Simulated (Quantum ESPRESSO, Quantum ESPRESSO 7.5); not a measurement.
## arsenene, 1 layer, rectangular cell, stepped through strain along the second axis

Wanted: a table for arsenene, 1 layer, rectangular cell against strain along the second axis, and what can be fitted to it.

Program: Quantum ESPRESSO 7.5. Level of theory: plane-wave DFT, PBE, GBRV ultrasoft pseudopotentials. Results are calculated unless marked as measured.

### Step 1. Set-up

The cell holds 4 atoms: 4 As. Cell: a = 3.610 Å, b = 6.253 Å, c = 16.400 Å, α = 90.0°, β = 90.0°, γ = 90.0°. It derives from As. Vacuum lies along c.

Set-up: Cell and atoms are first relaxed; each strained cell is then held, the other axis too, and the atoms relax in it. A periodic run with 15 Å of vacuum in the starting cell gives the vacuum levels, and bands follow along a path.

Members -2, -1, 0, 1 and 2 took the same steps and show in the table alone.

### Step 2. Relaxing cell and ions of the reference

What the set-up leaves free in this member is relaxed.

ref.relax.in

```
&control
  prefix = 'ref.relax'
  outdir = './out'
  pseudo_dir = './pseudo'
  nstep = 80
  forc_conv_thr = 0.0004
  calculation = 'vc-relax'
  etot_conv_thr = 1e-06
/
&system
  ibrav = 0
  nat = 4
  ntyp = 1
  ecutwfc = 50
  ecutrho = 250
  occupations = 'smearing'
  smearing = 'fd'
  degauss = 0.004
/
&electrons
  conv_thr = 1e-09
  mixing_beta = 0.4
  electron_maxstep = 120
  mixing_mode = 'plain'
/
&ions
/
&cell
  cell_dofree = '2Dxy'
  press_conv_thr = 0.3
/
ATOMIC_SPECIES
  As  74.9216  as_pbe_v1.uspp.F.UPF
CELL_PARAMETERS angstrom
  3.61000000000000 0.00000000000000 0.00000000000000
  0.00000000000000 6.25270341532365 0.00000000000000
  0.00000000000000 0.00000000000000 16.40000000000000
ATOMIC_POSITIONS crystal
  As  0.500000000000 0.166666666600 0.457317073171
  As  0.000000000000 0.666666666700 0.457317073171
  As  0.999999999900 0.333333333400 0.542682926829
  As  0.500000000000 0.833333333400 0.542682926829
K_POINTS automatic
  8 6 1 0 0 0
```

Started as:

```console
OMP_NUM_THREADS=1 mpirun -n 4 pw.x -nk 2 -in ref.relax.in > ref.relax.out
```

The log of the run:

```text
Program PWSCF v.7.5 starts
[citation notice left out]

     Parallel version (MPI & OpenMP), running on       4 processor cores
     Number of MPI processes:                 4
     Threads/MPI process:                     1

     MPI processes distributed on     1 nodes
[...]
Current dimensions of program PWSCF are:
     Max number of different atomic species (ntypx) = 10
     Max number of k-points (npk) =  40000
     Max angular momentum in pseudopotentials (lmaxx) =  4
     Found identity + (  0.5000 -0.5000  0.0000) symmetry
     This is a supercell, fractional translations are disabled
     Message from routine setup:
     using ibrav=0 with symmetry is DISCOURAGED, use correct ibrav instead

     K-points division:     npool     =       2
     R & G space division:  proc/nbgrp/npool/nimage =       2
     Subspace diagonalization in iterative solution of the eigenvalue problem:
     a serial algorithm will be used

     Parallelization info
     --------------------
     sticks:   dense  smooth     PW     G-vecs:    dense   smooth      PW
     Min         804     643    186                83387    59681    9278
     Max         805     644    187                83392    59692    9285
     Sum        1609    1287    373               166779   119373   18563

     Using Slab Decomposition

     bravais-lattice index     =            0
     lattice parameter (alat)  =       6.8219  a.u.
     unit-cell volume          =    2498.1326 (a.u.)^3
     number of atoms/cell      =            4
     number of atomic types    =            1
     number of electrons       =        20.00
     number of Kohn-Sham states=           14
     kinetic-energy cutoff     =      50.0000  Ry
     charge density cutoff     =     250.0000  Ry
     scf convergence threshold =      1.0E-09
     mixing beta               =       0.4000
     number of iterations used =            8  plain     mixing
     energy convergence thresh.=      1.0E-06
     force convergence thresh. =      4.0E-04
     press convergence thresh. =      3.0E-01
     Exchange-correlation= SLA  PW   PBE  PBE
                           (   1   4   3   4   0   0   0)
     nstep                     =           80

     celldm(1)=   6.821911  celldm(2)=   0.000000  celldm(3)=   0.000000
     celldm(4)=   0.000000  celldm(5)=   0.000000  celldm(6)=   0.000000

     crystal axes: (cart. coord. in units of alat)
               a(1) = (   1.000000   0.000000   0.000000 )
               a(2) = (   0.000000   1.732051   0.000000 )
               a(3) = (   0.000000   0.000000   4.542936 )

     reciprocal axes: (cart. coord. in units 2 pi/alat)
               b(1) = (  1.000000  0.000000  0.000000 )
               b(2) = (  0.000000  0.577350  0.000000 )
               b(3) = (  0.000000  0.000000  0.220122 )

     PseudoPot. # 1 for As read from file:
     ./pseudo/as_pbe_v1.uspp.F.UPF
     Pseudo is Ultrasoft + core correction, Zval =  5.0
     Generated by new atomic code, or converted to UPF format
     Using radial grid of  875 points,  6 beta functions with:
                l(1) =   0
                l(2) =   0
                l(3) =   1
                l(4) =   1
                l(5) =   2
                l(6) =   2
     Q(r) pseudized with  8 coefficients,  rinner =    1.300   1.300   1.300
                                                       1.300   1.300

     atomic species   valence    mass     pseudopotential
     As                5.00    74.92160     As( 1.00)

      4 Sym. Ops., with inversion, found

   Cartesian axes

     site n.     atom                  positions (alat units)
         1        As     tau(   1) = (   0.5000000   0.2886751   2.0775623  )
         2        As     tau(   2) = (   0.0000000   1.1547005   2.0775623  )
         3        As     tau(   3) = (   1.0000000   0.5773503   2.4653740  )
         4        As     tau(   4) = (   0.5000000   1.4433757   2.4653740  )

     number of k points=    20  Fermi-Dirac smearing, width (Ry)=  0.0040
                       cart. coord. in units 2pi/alat
        k(    1) = (   0.0000000   0.0000000   0.0000000), wk =   0.0416667
        k(    2) = (   0.0000000   0.0962250   0.0000000), wk =   0.0833333
        k(    3) = (   0.0000000   0.1924501   0.0000000), wk =   0.0833333
        k(    4) = (   0.0000000  -0.2886751   0.0000000), wk =   0.0416667
        k(    5) = (   0.1250000   0.0000000   0.0000000), wk =   0.0833333
        k(    6) = (   0.1250000   0.0962250   0.0000000), wk =   0.1666667
        k(    7) = (   0.1250000   0.1924501   0.0000000), wk =   0.1666667
        k(    8) = (   0.1250000  -0.2886751   0.0000000), wk =   0.0833333
        k(    9) = (   0.2500000   0.0000000   0.0000000), wk =   0.0833333
        k(   10) = (   0.2500000   0.0962250   0.0000000), wk =   0.1666667
[...]
k(   20) = (  -0.5000000  -0.2886751   0.0000000), wk =   0.0416667

     Dense  grid:   166779 G-vectors     FFT dimensions: (  36,  60, 160)

     Smooth grid:   119373 G-vectors     FFT dimensions: (  32,  54, 144)

     Estimated max dynamical RAM per process >     202.81 MB

     Estimated total dynamical RAM >     770.54 MB

     Initial potential from superposition of free atoms

     starting charge      19.9990, renormalised to      20.0000

     negative rho (up, down):  1.562E-04 0.000E+00
     Starting wfcs are   16 randomized atomic wfcs

     total cpu time spent up to now is        1.2 secs

     per-process dynamical memory:    69.5 Mb

     Self-consistent Calculation

     iteration #  1     ecut=    50.00 Ry     beta= 0.40
     Davidson diagonalization with overlap
     ethr =  1.00E-02,  avg # of iterations =  2.0

     Threshold (ethr) on eigenvalues was too large:
     Diagonalizing with lowered threshold

     Davidson diagonalization with overlap
     ethr =  2.10E-04,  avg # of iterations =  2.6

     negative rho (up, down):  2.791E-05 0.000E+00

     total cpu time spent up to now is        5.5 secs

     total energy              =    -161.08643383 Ry
     estimated scf accuracy    <       0.04194001 Ry

     iteration #  2     ecut=    50.00 Ry     beta= 0.40
[...]
negative rho (up, down):  6.797E-05 0.000E+00

[...]
total energy              =    -161.08542278 Ry
     estimated scf accuracy    <       0.01245796 Ry

     iteration #  3     ecut=    50.00 Ry     beta= 0.40
[...]
negative rho (up, down):  9.618E-05 0.000E+00

[...]
total energy              =    -161.08645770 Ry
[...]
Diagonalizing with lowered threshold

     Davidson diagonalization with overlap
     ethr =  2.64E-09,  avg # of iterations =  4.0

     negative rho (up, down):  1.556E-04 0.000E+00

     total cpu time spent up to now is       49.9 secs

     total energy              =    -161.08677186 Ry
     estimated scf accuracy    <       0.00000047 Ry

[...]
iteration #  6     ecut=    50.00 Ry     beta= 0.40
[...]
negative rho (up, down):  1.555E-04 0.000E+00

[...]
End of self-consistent calculation

[...]
the Fermi energy is    -1.7723 ev

!    total energy              =    -161.08677191 Ry
     estimated scf accuracy    <          7.4E-12 Ry
     smearing contrib. (-TS)   =      -0.00000000 Ry
     internal energy E=F+TS    =    -161.08677190 Ry

     The total energy is F=E-TS. E is the sum of the following terms:
     one-electron contribution =    -196.54510753 Ry
     hartree contribution      =     102.19135931 Ry
     xc contribution           =    -125.99932265 Ry
     ewald contribution        =      59.26629896 Ry

     convergence has been achieved in   6 iterations

     negative rho (up, down):  1.555E-04 0.000E+00

     Forces acting on atoms (cartesian axes, Ry/au):

     atom    1 type  1   force =     0.00000000    0.00002472   -0.00002323
     atom    2 type  1   force =    -0.00000000    0.00002445   -0.00002312
     atom    3 type  1   force =     0.00000000   -0.00002445    0.00002312
     atom    4 type  1   force =     0.00000000   -0.00002472    0.00002323

     Total force =     0.000068     Total SCF correction =     0.000004

     Computing stress (Cartesian axis) and pressure

     negative rho (up, down):  1.555E-04 0.000E+00
          total   stress  (Ry/bohr**3)                   (kbar)     P=        0.11
   0.00000219   0.00000000   0.00000000            0.32        0.00        0.00
   0.00000000   0.00000068  -0.00000005            0.00        0.10       -0.01
   0.00000000  -0.00000005  -0.00000053            0.00       -0.01       -0.08

     Energy error            =      2.2E-06 Ry
     Gradient error          =      2.5E-05 Ry/Bohr
     Cell gradient error     =      3.2E-01 kbar

     number of scf cycles    =   3
     number of bfgs steps    =   2

     enthalpy           old  =    -161.0867697164 Ry
     enthalpy           new  =    -161.0867719077 Ry

     CASE: enthalpy          _new < enthalpy          _old

     new trust radius        =       0.0007248690 bohr
     new conv_thr            =            1.0E-11 Ry

     new unit-cell volume =   2498.69627 a.u.^3 (   370.26859 Ang^3 )
     density =      1.34400 g/cm^3

CELL_PARAMETERS (angstrom)
   3.610728246   0.000000000   0.000000000
   0.000000000   6.252852951   0.000000000
   0.000000000   0.000000000  16.400000000

ATOMIC_POSITIONS (crystal)
As               0.5000000000        0.1666803504        0.4574104344
As              -0.0000000000        0.6666803489        0.4574104340
As               0.9999999999        0.3333196512        0.5425895660
As               0.5000000000        0.8333196496        0.5425895656

[...]
NEW-OLD atomic charge density approx. for the potential
     New effective cutoffs (rho, wfc):  249.98   50.00

     negative rho (up, down):  1.554E-04 0.000E+00

     total cpu time spent up to now is       65.3 secs

     per-process dynamical memory:    78.1 Mb

[...]
!    total energy              =    -161.08677228 Ry
[...]
Total force =     0.000195     Total SCF correction =     0.000002
[...]
number of bfgs steps    =   3
[...]
WARNING: bfgs curvature condition failed, Theta= 0.973
     new trust radius        =       0.0010872748 bohr
[...]
!    total energy              =    -161.08677281 Ry
[...]
Total force =     0.000264     Total SCF correction =     0.000002
[...]
Self-consistent Calculation

     iteration #  1     ecut=    50.00 Ry     beta= 0.40
     Davidson diagonalization with overlap
     c_bands:  1 eigenvalues not converged
     c_bands:  1 eigenvalues not converged
     c_bands:  1 eigenvalues not converged
     c_bands:  1 eigenvalues not converged
     c_bands:  1 eigenvalues not converged
     c_bands:  1 eigenvalues not converged
     ethr =  1.00E-06,  avg # of iterations = 18.1

     negative rho (up, down):  2.836E-05 0.000E+00

     total cpu time spent up to now is      103.8 secs

     total energy              =    -161.08764765 Ry
     estimated scf accuracy    <       0.04172336 Ry

[...]
iteration # 10     ecut=    50.00 Ry     beta= 0.40
[...]
negative rho (up, down):  1.555E-04 0.000E+00

[...]
End of self-consistent calculation

          k = 0.0000 0.0000 0.0000 ( 14985 PWs)   bands (ev):

   -16.0134 -13.6018 -11.6744  -9.7490  -5.9669  -4.4409  -4.1311  -3.1138
    -2.5740  -2.5714  -0.6360  -0.6011   0.5677   0.9205

          k = 0.0000 0.0962 0.0000 ( 14959 PWs)   bands (ev):

   -15.9218 -13.9739 -11.2408  -9.7377  -6.0966  -4.3559  -3.8541  -3.4601
    -3.0704  -2.7793  -0.7479  -0.0149   0.7774   0.8093

          k = 0.0000 0.1924 0.0000 ( 14908 PWs)   bands (ev):

   -15.6499 -14.6213 -10.4871  -9.7510  -6.1694  -4.7691  -4.1071  -3.3289
    -3.2346  -2.9784  -0.9530  -0.3197   1.2691   1.4873

          k = 0.0000-0.2887 0.0000 ( 14926 PWs)   bands (ev):

   -15.2076 -15.2076  -9.9448  -9.9448  -5.7618  -5.7618  -3.7162  -3.7162
    -2.9917  -2.9917  -0.8418  -0.8418   1.8363   1.8363

          k = 0.1250 0.0000 0.0000 ( 14925 PWs)   bands (ev):

   -15.8592 -13.4426 -11.7413  -9.7343  -6.1253  -4.9289  -4.1231  -3.8370
    -3.0465  -2.9478   0.2734   0.3201   0.4969   0.5882

          k = 0.1250 0.0962 0.0000 ( 14930 PWs)   bands (ev):

   -15.7684 -13.8272 -11.3085  -9.7361  -6.1032  -5.0836  -4.3075  -3.7619
    -3.0751  -3.0084  -0.0616   0.0272   0.8659   1.0984

[...]
the Fermi energy is    -1.7746 ev

!    total energy              =    -161.08677324 Ry
     estimated scf accuracy    <          8.9E-12 Ry
     smearing contrib. (-TS)   =      -0.00000000 Ry
     internal energy E=F+TS    =    -161.08677323 Ry

     The total energy is F=E-TS. E is the sum of the following terms:
     one-electron contribution =    -196.51345080 Ry
     hartree contribution      =     102.17470732 Ry
     xc contribution           =    -125.99915251 Ry
     ewald contribution        =      59.25112276 Ry

     convergence has been achieved in  10 iterations

     negative rho (up, down):  1.555E-04 0.000E+00

     Forces acting on atoms (cartesian axes, Ry/au):

     atom    1 type  1   force =     0.00000000    0.00001336   -0.00013061
     atom    2 type  1   force =    -0.00000000    0.00001337   -0.00013064
     atom    3 type  1   force =     0.00000000   -0.00001337    0.00013064
     atom    4 type  1   force =     0.00000000   -0.00001336    0.00013061

     Total force =     0.000263     Total SCF correction =     0.000003

     Computing stress (Cartesian axis) and pressure

     negative rho (up, down):  1.555E-04 0.000E+00
          total   stress  (Ry/bohr**3)                   (kbar)     P=        0.10
   0.00000186   0.00000000   0.00000000            0.27        0.00        0.00
   0.00000000   0.00000057  -0.00000003            0.00        0.08       -0.00
   0.00000000  -0.00000003  -0.00000030            0.00       -0.00       -0.04

[...]
=------------------------------------------------------------------------------=
   JOB DONE.
=------------------------------------------------------------------------------=
```

Run time: 2.2 min. Hardware: 4 MPI ranks of Arm Neoverse V1, shared host; peak memory 0.88 GiB; 8.7 min of CPU time.

Little changed from the start: no atom moved by 0.005 Å and no cell edge by 0.1 %.

 The last row is no step: it is a fresh SCF in the final cell with a new plane-wave basis, -0 meV from the row before.

Read from the output:

```
free energy  : -2191.6972 eV
Fermi energy : -1.775 eV
```

[end of part 1 of 6]

[Logs are printed without paths, hosts, clocks, repeated set-up lines and the standing remarks that a program may print on its own settings, such as how far it seeks lower states.]

[Hosts, paths, dates, database ids (printed as entryN), source tags and the programs' standing remarks are cut or masked in the printed files.]

[Maps of the electrostatic potential energy from Ansatz leave out the sawtooth potential of an applied field or a dipole correction, so their vacuum need not be flat; planar profiles and work functions include it.]
